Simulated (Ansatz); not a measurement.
## ThGeS (I4/mmm): from the cell to its phonons

Aim: the vibrations of ThGeS (I4/mmm), their spectra, and whether the structure is stable.

Calculated with Ansatz 0.2.0; DFT PBEsol, scalar-relativistic, plane waves, PAW.

**1. The starting structure**

Symmetry: I4/mmm, No. 139, tetragonal system. The conventional cell has a = 3.941 Å, b = 3.941 Å, c = 17.140 Å, α = 90.00°, β = 90.00°, γ = 90.00°. Th has 5 S at 2.91 to 2.95 Å and 4 Ge at 3.10 Å nearest. Nearest to Ge lie 4 Ge at 2.79 Å and 4 Th at 3.10 Å. S has 5 Th at 2.91 to 2.95 Å nearest. Farther neighbours and most contacts between anions are not listed.

Coordinates:

```cif
data_structure
_symmetry_space_group_name_H-M 'P 1'
_symmetry_Int_Tables_number 1
_cell_length_a 9.0115
_cell_length_b 9.0115
_cell_length_c 9.0115
_cell_angle_alpha 154.738
_cell_angle_beta 154.738
_cell_angle_gamma 36.028
_cell_volume 133.11
loop_
_atom_site_label
_atom_site_type_symbol
_atom_site_fract_x
_atom_site_fract_y
_atom_site_fract_z
_atom_site_occupancy
Th1 Th 0.13940 0.13940 0.00000 1
Th2 Th 0.86060 0.86060 0.00000 1
Ge3 Ge 0.50000 0.00000 0.50000 1
Ge4 Ge 0.00000 0.50000 0.50000 1
S5 S 0.31130 0.31130 0.00000 1
S6 S 0.68870 0.68870 0.00000 1
```

**2. Relaxation**

The volume is held at the value of the starting cell, while the atoms and the shape relax as far as symmetry allows.

input.yaml

```yaml
crystal:
  lattice:
    - [-1.97055, 1.97055, 8.56975]
    - [1.97055, -1.97055, 8.56975]
    - [1.97055, 1.97055, -8.56975]
  atoms:
    - { symbol: Th, position: [0.1394, 0.1394, 0.0] }
    - { symbol: Th, position: [0.8606, 0.8606, 0.0] }
    - { symbol: Ge, position: [0.5, 0.0, 0.5] }
    - { symbol: Ge, position: [0.0, 0.5, 0.5] }
    - { symbol: S, position: [0.3113, 0.3113, 0.0] }
    - { symbol: S, position: [0.6887, 0.6887, 0.0] }
kpoints:
  mp_grid: { grid: [12, 12, 12] }
hamiltonian:
  xc: pbesol
scf:
  occupations: { method: gaussian, width: 0.1 }
output:
  forces: true
  stress: true
  eigenvalues: true
relax:
  adjacent_minimum: "off"
  f_tol: 0.005
  max_steps: 80
  cell: { stress_tol: 0.05, fix: [volume] }
```

The run is started by

```console
$ ansatz run input.yaml --threads 4 --pin off --max-ram 16384MiB --backend cpu --events-out ev --progress --plain --runs-dir out
```

Numbers of over 12 decimals in the logs are rounded to 6 here.

The log of the run:

```text
basis.fft_grid_basis auto: the FFT boxes are laid along the combinations [[1, 0, 1], [0, 1, 1], [0, 0, 1]] of the cell's own vectors, 3.941, 3.941 and 9.011 Å long. The dense box has 27×27×64 points. Along the cell's own vectors, as sized, it would have 64×64×64, 5.62 times as many. Of the 16 symmetry operations that the crystal satisfies within crystal.symmetry.tolerance (time reversal apart; of a slab, those that k [...]
Engine: ansatz 0.2.0, aarch64-unknown-linux-gnu
Pseudopotentials: kind: paw
Pseudopotential: Th, paw, valence charge 12, recommended cutoff 420 eV (normal), Th.paw.azcp
Pseudopotential: Ge, paw, valence charge 14, recommended cutoff 420 eV (normal), Ge.paw.azcp
Pseudopotential: S, paw, valence charge 6, recommended cutoff 420 eV (normal), S.paw.azcp
Functional definition: PBEsol
  exchange = pbesol_x
  correlation = pbesol_c
Crystal: 6 atoms, lattice volume = 133.108 Å³
Basis set: ecut = 420 eV, 2569 PW (Γ), FFT grids on a1+a3, a2+a3, a3, exchange–correlation on 54×54×128 points (8 copies of the dense FFT grid, shifted against one another)
Bands: 39, of which v1, the nominal top of the filled ones, is band 32 counted from 1 (31 counted from 0)
Symmetry: 16 space group operations
Space group: I4/mmm (ITA 139), of the structure as read, at distance tolerance 5.1e-5 Å
k-points: 163 of 1728
Non-local potential: Th, projectors of the file, l = 0: 3, l = 1: 2, l = 2: 2, l = 3: 3
Non-local potential: Ge, projectors of the file, l = 0: 2, l = 1: 2, l = 2: 3, l = 3: 1
Non-local potential: S, projectors of the file, l = 0: 2, l = 1: 2, l = 2: 2
PAW form: soft (Blöchl's): semilocal exchange-correlation on the pseudo side does not see the compensation charge
PAW frozen core: Th, regenerated for the run's functional, and the local potential with it (the file was generated under x = pbe(κ = 0.804, μ = 0.219515), c = pbe(β = 0.066725))
PAW frozen core: Ge, regenerated for the run's functional, and the local potential with it (the file was generated under x = pbe(κ = 0.804, μ = 0.219515), c = pbe(β = 0.066725))
PAW frozen core: S, regenerated for the run's functional, and the local potential with it (the file was generated under x = pbe(κ = 0.804, μ = 0.219515), c = pbe(β = 0.066725))
PAW one-centre angular grid: Th, 590 points (default); XC on 64 Gauss nodes
PAW one-centre angular grid: Ge, 590 points (default); XC on 64 Gauss nodes
PAW one-centre angular grid: S, 110 points (default); XC on 64 Gauss nodes
Initial density: superposition of atomic densities (neutral atoms: chi_scale 0, normalization atom), corrected by the library's trained network
Initial wavefunctions: pseudopotential atomic-orbital guess
Functional: x = pbesol(κ = 0.804, μ = 0.123457), c = pbesol(β = 0.046)
SCF iter   1: F=—  HF=-36397.855397 eV  |F-HF|=—  |Δ(HF+E_count)|=         —  Δρ=6.77e-3  dr2=5.16e-2  ethr=1.77e-3  ⟨swp⟩=5.4  Hψ=25208  notcnv=0
preconditioner: auto → Kerker (q_TF=auto, 2.415 Å⁻¹)  [metal: Δε(μ)=0.020 eV  Ē_g=15.423 eV  σ=0.100 eV  W_gap=0.11  n_scr=34 (ndim 8)  ℏωp=24.9 eV  f_vac=0.000  D(μ)=1.38/eV (n_scr^D=2)]
SCF iter   2: F=—  HF=-36397.849613 eV  |F-HF|=—  |Δ(HF+E_count)|=   5.78e-3  Δρ=3.66e-3  dr2=1.28e-2  ethr=8.06e-5  ⟨swp⟩=2.0  Hψ=8903  notcnv=0  defer=1
SCF iter   3: F=—  HF=-36397.850729 eV  |F-HF|=—  |Δ(HF+E_count)|=   1.12e-3  Δρ=6.60e-4  dr2=5.27e-4  ethr=2.01e-5  ⟨swp⟩=2.0  Hψ=8287  notcnv=0  defer=1
SCF iter   4: F=—  HF=-36397.850855 eV  |F-HF|=—  |Δ(HF+E_count)|=   1.27e-4  Δρ=3.26e-4  dr2=1.20e-4  ethr=8.23e-7  ⟨swp⟩=2.0  Hψ=10976  notcnv=0  defer=1
SCF iter   5: F=—  HF=-36397.850706 eV  |F-HF|=—  |Δ(HF+E_count)|=   1.50e-4  Δρ=1.15e-4  dr2=2.33e-5  ethr=1.87e-7  ⟨swp⟩=2.0  Hψ=10971  notcnv=0  defer=1
SCF iter   6: F=—  HF=-36397.850651 eV  |F-HF|=—  |Δ(HF+E_count)|=   5.42e-5  Δρ=3.32e-5  dr2=1.74e-6  ethr=3.63e-8  ⟨swp⟩=2.0  Hψ=10962  notcnv=0  defer=1
SCF iter   7: F=-36397.850651 eV  HF=-36397.850651 eV  |F-HF|=9.48e-8  |Δ(HF+E_count)|=   4.44e-7  Δρ=7.30e-6  dr2=6.10e-8  ethr=1.56e-10  ⟨swp⟩=10.6  Hψ=34767  notcnv=0
SCF 1 converged in 7 iterations: F = -36397.850651 eV  dr2 = 6.10e-8
  greatest PAW one-centre occupation: 0.998 electrons in one spin orbital (limit 2), on the Ge atom at site 2 (counted from 0), in its partial waves of l = 2
relax step   1: F+E_penalty+E_count = -36397.85065083 eV  Δ(F+E_penalty+E_count) = +0.000e0 eV  max|allowed force component| = 2.375e-1 eV/Å  Δτ_max = 0.0000 Å  P = -2.310 GPa  Ω = 133.108 Å³  fix = [volume]  reactions: volume -2.310 GPa  (7 SCF iters, dr2 threshold 1.00e-7 eV, accepted)
Basis set: ecut = 420 eV, 2617 PW (Γ), FFT grids on a1+a3, a2+a3, a3, exchange–correlation on 54×54×128 points (8 copies of the dense FFT grid, shifted against one another)
Initial density: handed on by an earlier stage of this run
Initial wavefunctions: those handed on with the density
iter 1 solved again at ethr=6.22e-4 eV; its pass at ethr=3.10e-3 eV (dr2=3.98e-1 eV) is discarded
SCF iter   1: F=—  HF=-36397.890826 eV  |F-HF|=—  |Δ(HF+E_count)|=         —  Δρ=6.70e-3  dr2=4.04e-1  ethr=6.22e-4  ⟨swp⟩=1.4  Hψ=39266  notcnv=0
preconditioner: auto → Kerker (q_TF=auto, 2.415 Å⁻¹)  [metal: Δε(μ)=0.002 eV  Ē_g=15.362 eV  σ=0.100 eV  W_gap=0.01  n_scr=34 (ndim 8)  ℏωp=24.9 eV  f_vac=0.000  D(μ)=2.63/eV (n_scr^D=12)]
SCF iter   2: F=—  HF=-36397.858921 eV  |F-HF|=—  |Δ(HF+E_count)|=   3.19e-2  Δρ=3.75e-3  dr2=1.64e-1  ethr=6.22e-4  ⟨swp⟩=1.9  Hψ=6920  notcnv=0  defer=2
SCF iter   3: F=—  HF=-36397.838648 eV  |F-HF|=—  |Δ(HF+E_count)|=   2.03e-2  Δρ=1.28e-3  dr2=6.79e-3  ethr=2.56e-4  ⟨swp⟩=2.4  Hψ=8007  notcnv=0  defer=9
SCF iter   4: F=—  HF=-36397.837330 eV  |F-HF|=—  |Δ(HF+E_count)|=   1.32e-3  Δρ=6.66e-4  dr2=1.39e-3  ethr=1.06e-5  ⟨swp⟩=2.0  Hψ=12327  notcnv=0  defer=37
SCF iter   5: F=—  HF=-36397.836921 eV  |F-HF|=—  |Δ(HF+E_count)|=   4.09e-4  Δρ=2.39e-4  dr2=1.86e-4  ethr=2.18e-6  ⟨swp⟩=2.0  Hψ=10887  notcnv=0  defer=37
SCF iter   6: F=—  HF=-36397.836816 eV  |F-HF|=—  |Δ(HF+E_count)|=   1.04e-4  Δρ=5.81e-5  dr2=7.33e-6  ethr=2.90e-7  ⟨swp⟩=2.0  Hψ=7668  notcnv=0  defer=37
SCF iter   7: F=-36397.836817 eV  HF=-36397.836817 eV  |F-HF|=1.27e-7  |Δ(HF+E_count)|=   2.95e-7  Δρ=1.61e-5  dr2=5.30e-7  ethr=9.37e-10  ⟨swp⟩=11.0  Hψ=38731  notcnv=0
the search or the solves at the SCF's close seem to have found levels that the self-consistency loop had missed (the run counts 1). By its estimate they hold under 1e-12 electrons; where the run keeps them, the occupations were computed again with them
SCF 2 converged in 7 iterations: F = -36397.836817 eV  dr2 = 5.30e-7
  greatest PAW one-centre occupation: 0.998 electrons in one spin orbital (limit 2), on the Ge atom at site 3 (counted from 0), in its partial waves of l = 2
relax step   2: F+E_penalty+E_count = -36397.83681655 eV  Δ(F+E_penalty+E_count) = +1.383e-2 eV  max|allowed force component| = 3.586e-1 eV/Å  Δτ_max = 0.0751 Å  P = -2.683 GPa  Ω = 133.108 Å³  energy of the carried Pulay correction = -1.212e-17 eV  fix = [volume]  (7 SCF iters, dr2 threshold 6.00e-7 eV, rejected (line search))
Basis set: ecut = 420 eV, 2601 PW (Γ), FFT grids on a1+a3, a2+a3, a3, exchange–correlation on 54×54×128 points (8 copies of the dense FFT grid, shifted against one another)
iter 1 solved again at ethr=1.91e-4 eV; its pass at ethr=3.10e-3 eV (dr2=1.23e-1 eV) is discarded
SCF iter   1: F=—  HF=-36397.880548 eV  |F-HF|=—  |Δ(HF+E_count)|=         —  Δρ=3.80e-3  dr2=1.22e-1  ethr=1.91e-4  ⟨swp⟩=1.1  Hψ=33047  notcnv=0
preconditioner: auto → Kerker (q_TF=auto, 2.415 Å⁻¹)  [metal: Δε(μ)=0.011 eV  Ē_g=15.545 eV  σ=0.100 eV  W_gap=0.06  n_scr=34 (ndim 8)  ℏωp=24.9 eV  f_vac=0.000  D(μ)=1.40/eV (n_scr^D=2)]
SCF iter   2: F=—  HF=-36397.870680 eV  |F-HF|=—  |Δ(HF+E_count)|=   9.87e-3  Δρ=2.23e-3  dr2=5.79e-2  ethr=1.91e-4  ⟨swp⟩=1.0  Hψ=6357  notcnv=0
SCF iter   3: F=—  HF=-36397.862661 eV  |F-HF|=—  |Δ(HF+E_count)|=   8.02e-3  Δρ=7.76e-4  dr2=1.89e-3  ethr=9.05e-5  ⟨swp⟩=2.1  Hψ=7699  notcnv=0  defer=1
SCF iter   4: F=—  HF=-36397.862414 eV  |F-HF|=—  |Δ(HF+E_count)|=   2.47e-4  Δρ=4.07e-4  dr2=4.29e-4  ethr=2.96e-6  ⟨swp⟩=2.1  Hψ=11150  notcnv=0  defer=1
SCF iter   5: F=—  HF=-36397.862251 eV  |F-HF|=—  |Δ(HF+E_count)|=   1.63e-4  Δρ=1.34e-4  dr2=8.72e-5  ethr=6.71e-7  ⟨swp⟩=2.0  Hψ=11202  notcnv=0  defer=1
SCF iter   6: F=—  HF=-36397.862175 eV  |F-HF|=—  |Δ(HF+E_count)|=   7.62e-5  Δρ=4.38e-5  dr2=8.25e-6  ethr=1.36e-7  ⟨swp⟩=2.0  Hψ=8136  notcnv=0  defer=1
SCF iter   7: F=—  HF=-36397.862173 eV  |F-HF|=—  |Δ(HF+E_count)|=   1.83e-6  Δρ=1.28e-5  dr2=4.03e-7  ethr=1.29e-8  ⟨swp⟩=2.0  Hψ=8057  notcnv=0  defer=1
SCF iter   8: F=—  HF=-36397.862174 eV  |F-HF|=—  |Δ(HF+E_count)|=   6.55e-7  Δρ=3.65e-6  dr2=2.20e-8  ethr=6.29e-10  ⟨swp⟩=2.0  Hψ=8375  notcnv=0  defer=1
SCF iter   9: F=—  HF=-36397.862174 eV  |F-HF|=—  |Δ(HF+E_count)|=  6.26e-10  Δρ=7.74e-7  dr2=1.62e-9  ethr=3.44e-11  ⟨swp⟩=2.0  Hψ=8880  notcnv=0  defer=1
SCF iter  10: F=-36397.862174 eV  HF=-36397.862174 eV  |F-HF|=7.28e-12  |Δ(HF+E_count)|=  1.82e-10  Δρ=1.51e-7  dr2=3.73e-11  ethr=1.00e-12  ⟨swp⟩=8.6  Hψ=34758  notcnv=0
SCF 3 converged in 10 iterations: F = -36397.862174 eV  dr2 = 3.73e-11
relax step   3: F+E_penalty+E_count = -36397.86217408 eV  Δ(F+E_penalty+E_count) = -1.152e-2 eV  max|allowed force component| = 1.587e-2 eV/Å  Δτ_max = 0.0344 Å  P = -2.475 GPa  Ω = 133.108 Å³  energy of the carried Pulay correction = -9.092e-18 eV  fix = [volume]  reactions: volume -2.475 GPa  (10 SCF iters, accepted)
[...]
relax step   4: F+E_penalty+E_count = -36397.86224227 eV  Δ(F+E_penalty+E_count) = -6.818e-5 eV  max|allowed force component| = 3.893e-4 eV/Å  Δτ_max = 0.0025 Å  P = -2.464 GPa  Ω = 133.108 Å³  energy of the carried Pulay correction = -3.031e-18 eV  fix = [volume]  reactions: volume -2.464 GPa  (6 SCF iters, dr2 threshold 1.57e-8 eV, accepted)
Initial wavefunctions: pseudopotential atomic-orbital guess (no wavefunctions were taken with the density)
iter 1 solved again at ethr=1.47e-7 eV; its pass at ethr=3.10e-3 eV (dr2=9.39e-5 eV) is discarded
SCF iter   1: F=—  HF=-36397.862242 eV  |F-HF|=—  |Δ(HF+E_count)|=         —  Δρ=1.83e-4  dr2=9.28e-7  ethr=1.47e-7  ⟨swp⟩=4.2  Hψ=45455  notcnv=0
preconditioner: auto → Kerker (q_TF=auto, 2.415 Å⁻¹)  [metal: Δε(μ)=0.025 eV  Ē_g=15.478 eV  σ=0.100 eV  W_gap=0.14  n_scr=34 (ndim 8)  ℏωp=24.9 eV  f_vac=0.000  D(μ)=1.54/eV (n_scr^D=2)]
SCF iter   2: F=—  HF=-36397.862224 eV  |F-HF|=—  |Δ(HF+E_count)|=   1.80e-5  Δρ=9.28e-5  dr2=2.40e-7  ethr=1.45e-9  ⟨swp⟩=2.1  Hψ=7376  notcnv=0
SCF iter   3: F=—  HF=-36397.862240 eV  |F-HF|=—  |Δ(HF+E_count)|=   1.57e-5  Δρ=8.37e-7  dr2=8.69e-10  ethr=3.75e-10  ⟨swp⟩=1.0  Hψ=6358  notcnv=0
SCF iter   4: F=—  HF=-36397.862240 eV  |F-HF|=—  |Δ(HF+E_count)|=  6.69e-10  Δρ=3.41e-7  dr2=2.25e-10  ethr=1.00e-12  ⟨swp⟩=9.0  Hψ=31874  notcnv=0
SCF iter   5: F=—  HF=-36397.862240 eV  |F-HF|=—  |Δ(HF+E_count)|=  1.46e-11  Δρ=1.78e-7  dr2=6.90e-11  ethr=1.00e-12  ⟨swp⟩=4.3  Hψ=19964  notcnv=0
SCF iter   6: F=-36397.862240 eV  HF=-36397.862240 eV  |F-HF|=7.28e-12  |Δ(HF+E_count)|=    0.00e0  Δρ=5.17e-8  dr2=9.53e-12  ethr=1.00e-12  ⟨swp⟩=4.0  Hψ=19362  notcnv=0
SCF 5 converged in 6 iterations: F = -36397.862240 eV  dr2 = 9.53e-12
relax step   5: F+E_penalty+E_count = -36397.86223991 eV  Δ(F+E_penalty+E_count) = +2.363e-6 eV  max|allowed force component| = 4.537e-4 eV/Å  Δτ_max = 0.0000 Å  P = -2.464 GPa  Ω = 133.108 Å³  fix = [volume]  reactions: volume -2.464 GPa  stress off target by 5.48e-3 GPa on what of the cell is left free  SCF on the basis re-selected at this cell (its energy is not comparable with the rows above)  (6 SCF iters)
basis re-selected at this cell: Δ(F+E_penalty+E_count) = +2.363e-6 eV, ΔP = +0.000 GPa vs the last step (what re-selecting the basis moved, of the pressure what is left beyond the Pulay correction that the steps carried, after the strain that the cell walked since its last selection, with what the two solves' SCF thresholds leave and, on support functions, any second-order correction that the steps lacked; it is no m [...]
SCF converged after 6 iterations
Free energy (F): -36397.862240 eV
Harris-Foulkes:  -36397.862240 eV  (|F-HF|=7.28e-12)
Internal energy: -36397.854545 eV  (E = F + TS)
E sigma→0 (E₀):  -36397.858393 eV
Entropy (-TS):   -0.007695 eV (-1.282 meV/atom)
Fermi energy:    12.897145 eV
--- Per-component energies (eV) ---
  E_band       = -175.902544
  E_kinetic    = 891.331601
  E_local      = -6323.068063  (includes V_loc(G=0)·N_el)
  E_nonlocal   = 1214.582232
  E_hartree    = 2717.307008
  E_xc         = -1118.234370
  E_vxc        = -665.126698  (∫ρ·V_xc dr)
  E_paw        = -28872.405446  (= ΣΔE_a)
  E_vpaw       = -728.236167  (= ΣTr[D̂ρ^β])
  E_aug_tail   = 0.000604  (compensation charges beyond the density's cutoff)
  E_ewald      = -4909.602539
  E_core_change = 2.234428  (= ΣΔE_core)
  E_smearing   = -0.007695  (= −TS)
  E_closure    = 0.000000  (closes the sum)
  Σ components = -36397.862240   (vs F -36397.862240, Δ=0.00e0)
--- Forces (eV/Å), atoms counted from 1 ---
  atom   1  Th     0.00000000     0.00000000    -0.00045366
  atom   2  Th     0.00000000     0.00000000     0.00045366
  atom   3  Ge     0.00000000     0.00000000     0.00000000
  atom   4  Ge     0.00000000     0.00000000     0.00000000
  atom   5  S      0.00000000     0.00000000     0.00019320
  atom   6  S      0.00000000    -0.00000000    -0.00019320
  max |Σ_I F_I| component: 4.34e-17 eV/Å
--- Stress (GPa, compression-positive) ---
       -2.466511      -0.000000       0.000000
       -0.000000      -2.466511       0.000000
        0.000000       0.000000      -2.458286
  P = ⅓ Tr σ = -2.4638 GPa (-24.638 kbar)
--- Band table (eV; the first three rows and the last of 163) ---
  k-point 0: bands = [... 28 lower, 10.7099, 10.8112, 10.8112, 12.4490, 12.6052, 13.4257, 14.0225, 14.3160, ... 3 higher]
  k-point 1: bands = [... 28 lower, 10.5992, 10.9913, 11.3931, 12.3870, 13.0526, 13.3188, 14.1090, 14.2510, ... 3 higher]
  k-point 2: bands = [... 28 lower, 10.3067, 11.4817, 12.2326, 12.4614, 13.3294, 13.8720, 14.0208, 14.3582, ... 3 higher]
  k-point 162: bands = [... 28 lower, 10.4634, 10.8542, 10.8542, 11.0787, 11.7829, 14.0234, 14.1239, 14.3599, ... 3 higher]
--- Relaxed structure (4 steps of the walk, 3 accepted, 1 SCFs on fresh bases) ---
  F+E_penalty+E_count = -36397.86223991 eV   max|allowed force component| = 4.537e-4 eV/Å   (the final SCF, on the basis selected at the relaxed cell)
  cell:  # Å, volume = 133.1077 Å³
    - [-1.973848, 1.973848, 8.541135]
    - [1.973848, -1.973848, 8.541135]
    - [1.973848, 1.973848, -8.541135]
  atoms:
    - { symbol: Th, position: [0.140961, 0.140961, 0] }
    - { symbol: Th, position: [0.859039, 0.859039, 0] }
    - { symbol: Ge, position: [0.500000, 0, 0.500000] }
    - { symbol: Ge, position: [0, 0.500000, 0.500000] }
    - { symbol: S, position: [0.313162, 0.313162, 0] }
    - { symbol: S, position: [0.686838, 0.686838, 0] }
```

It took 89 s on 4 threads of Arm Neoverse V1, shared host; peak memory 0.96 GiB; 5.8 min of CPU time.

Step by step:

| step | energy less that of the first step (eV) | largest force component (eV/Å) | pressure (GPa) | volume (Å³) |
| --- | --- | --- | --- | --- |
| 1 | 0.0000 | 0.2375 | -2.31 | 133.11 |
| 2 | 0.0138 | 0.3586 | -2.68 | 133.11 |
| 3 | -0.0115 | 0.0159 | -2.48 | 133.11 |
| 4 | -0.0116 | 0.0004 | -2.46 | 133.11 |
| 5* | -0.0116 | 0.0005 | -2.46 | 133.11 |

Relaxation steps marked * repeat the geometry before them on a plane-wave basis chosen anew for their cell, so energy and pressure can jump there. Relaxation step 2 was tried and not accepted.

Forces are held to the 16 operations that the run works with; a distortion that breaks them can't arise in this run.

| conventional cell, symmetrised | before | after | change |
| --- | --- | --- | --- |
| a (Å) | 3.941 | 3.948 | +0.2 % |
| b (Å) | 3.941 | 3.948 | +0.2 % |
| c (Å) | 17.140 | 17.082 | -0.3 % |
| volume (Å³/atom) | 22.18 | 22.18 | +0.0 % |

The atoms that moved most (Å, as changes of fractional coordinates times the final cell):

| atom | dx | dy | dz | length |
| --- | --- | --- | --- | --- |
| S6 | 0.000 | 0.000 | -0.032 | 0.032 |
| S5 | 0.000 | 0.000 | 0.032 | 0.032 |
| Th1 | 0.000 | 0.000 | 0.027 | 0.027 |
| Th2 | 0.000 | 0.000 | -0.027 | 0.027 |

Final coordinates:

```xyz
6
Lattice="-1.9738 1.9738 8.5411 1.9738 -1.9738 8.5411 1.9738 1.9738 -8.5411" Properties=species:S:1:pos:R:3 pbc="T T T"
Th    0.0000    0.0000    2.4079
Th    0.0000    0.0000   14.6743
Ge    0.0000    1.9738    0.0000
Ge    1.9738    0.0000    0.0000
S     0.0000    0.0000    5.3495
S     0.0000    0.0000   11.7327
```

This step gave:

| Property | Result |
| --- | --- |
| pressure | -2.464 GPa |
| volume per atom | 22.18 Å³ |
| gap on the k-mesh | 0 eV |

In this step the volume went from 22.18 to 22.18 Å³/atom.

**3. Relaxing to small forces for the phonons**

At the same fixed volume the relaxation is repeated with tight tolerances, on the k mesh and occupations of the phonon run that follows.

input.yaml

```yaml
crystal:
  lattice:
    - [-1.9738481902, 1.9738481902, 8.5411347792]
    - [1.9738481902, -1.9738481902, 8.5411347792]
    - [1.9738481902, 1.9738481902, -8.5411347792]
  atoms:
    - { symbol: Th, position: [0.1409609199, 0.1409609199, 0.0] }
    - { symbol: Th, position: [0.8590390801, 0.8590390801, 0.0] }
    - { symbol: Ge, position: [0.5, 0.0, 0.5] }
    - { symbol: Ge, position: [0.0, 0.5, 0.5] }
    - { symbol: S, position: [0.313162297, 0.313162297, 0.0] }
    - { symbol: S, position: [0.686837703, 0.686837703, 0.0] }
kpoints:
  mp_grid: { grid: [12, 12, 12] }
hamiltonian:
  xc: pbesol
scf:
  occupations: { method: methfessel_paxton, width: 0.2 }
output:
  forces: true
  stress: true
  eigenvalues: true
relax:
  adjacent_minimum: "off"
  f_tol: 0.001
  max_steps: 60
  cell: { stress_tol: 0.01, fix: [volume] }
```

The log of the run:

```text
[...]
Crystal: 6 atoms, lattice volume = 133.108 Å³
Basis set: ecut = 420 eV, 2601 PW (Γ), FFT grids on a1+a3, a2+a3, a3, exchange–correlation on 54×54×128 points (8 copies of the dense FFT grid, shifted against one another)
Bands: 39, of which v1, the nominal top of the filled ones, is band 32 counted from 1 (31 counted from 0)
Symmetry: 16 space group operations
[...]
cell:  # Å, volume = 133.1077 Å³
    - [-1.973773, 1.973773, 8.541785]
    - [1.973773, -1.973773, 8.541785]
    - [1.973773, 1.973773, -8.541785]
  atoms:
    - { symbol: Th, position: [0.140942, 0.140942, 0] }
    - { symbol: Th, position: [0.859058, 0.859058, 0] }
    - { symbol: Ge, position: [0.500000, 0, 0.500000] }
    - { symbol: Ge, position: [0, 0.500000, 0.500000] }
    - { symbol: S, position: [0.313151, 0.313151, 0] }
    - { symbol: S, position: [0.686849, 0.686849, 0] }
[key lines of the parts left out:]
SCF converged after 5 iterations
Free energy (F): -36397.858695 eV
Fermi energy:    12.898430 eV
P = ⅓ Tr σ = -2.4622 GPa (-24.622 kbar)
```

It took 65 s on 4 threads; peak memory 0.95 GiB; 4.3 min of CPU time.

Little changed from the start: no atom moved by 0.005 Å and no cell edge by 0.1 %.

This step gave:

```yaml
pressure: -2.462 GPa
```

The largest force component left is 0.23 meV/Å. The volume is held at 22.18 Å³/atom, so a pressure of -2.46 GPa remains at this level.

(Continued in part 2 of 2.)

[Logs are printed without paths, hosts, clocks, repeated set-up lines and the standing remarks that a program may print on its own settings, such as how far it seeks lower states.]

[Hosts, paths, dates, database ids (printed as entryN), source tags and the programs' standing remarks are cut or masked in the printed files.]
